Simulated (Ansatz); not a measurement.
Two G0W0 runs on Bi2Se3 (Paraguanajuatite).

The structure is trigonal, space group R-3m (No. 166). Conventional cell: a = 4.143 Å, b = 4.143 Å, c = 28.636 Å, α = 90.00°, β = 90.00°, γ = 120.00°. Nearest to Bi lie 6 Se at 2.85 to 3.07 Å. Nearest to Se lie 6 Bi at 3.07 Å. Se has 3 Bi at 2.85 Å nearest. Farther neighbours and most contacts between anions are not listed.

```
Bi Se
1.0
     2.07150    1.19598    9.54533
    -2.07150    1.19598    9.54533
     0.00000   -2.39196    9.54533
Bi Se
2 3
Direct
  0.40080 0.40080 0.40080
  0.59920 0.59920 0.59920
  0.00000 0.00000 0.00000
  0.21170 0.21170 0.21170
  0.78830 0.78830 0.78830
```

The cell and positions come from the Crystallography Open Database and are kept as given unless a step says otherwise. Spin-orbit coupling is left out unless a run names it.

The first (Ansatz 0.2.0; start PBE, 4×4×4 mesh, 1051 empty bands, screening to 220 eV, PAW set soft_1 files; 1 × NVIDIA H100 80GB HBM3 (shared by 6 runs) with 2 threads of AMD EPYC 7R13 (Zen 3), shared host) gave, on its mesh: starting gap 0.23 eV, G0W0 gap 0.52 eV, RPA ε∞ (mean) 30.67, 2.1 min.

The second gave: starting gap 0.23 eV, G0W0 gap 0.56 eV, RPA ε∞ (mean) 30.64, 70 s.

Q: What was changed in the input? Choose among start, files, mesh, bands and cutoff, frequency model or another key.

Changed: empty bands from 1051 to 322 and screening cutoff (eV) from 220 to 300. The starting gap stayed, which rules out the functional and points to the GW step. Other changes could give like numbers; this is the one that was made.

Limits: not at the basis limit; model gap, bands may invert with spin-orbit coupling; mesh may overstate the screening; no spin-orbit coupling.

[Paths, hosts, dates, memory and timing lines, banners, echoed tables and standing remarks are left out of the program output.]

[Logs are printed without paths, hosts, clocks, repeated set-up lines and the standing remarks that a program may print on its own settings, such as how far it seeks lower states.]

[Runs of the session that timed out or met a known fault of the program may be left out.]

[Cells called generated may have been cut or substituted from an entry of the Crystallography Open Database or the Materials Project.]

[Hosts, paths, dates, database ids (printed as entryN), source tags and the programs' standing remarks are cut or masked in the printed files.]
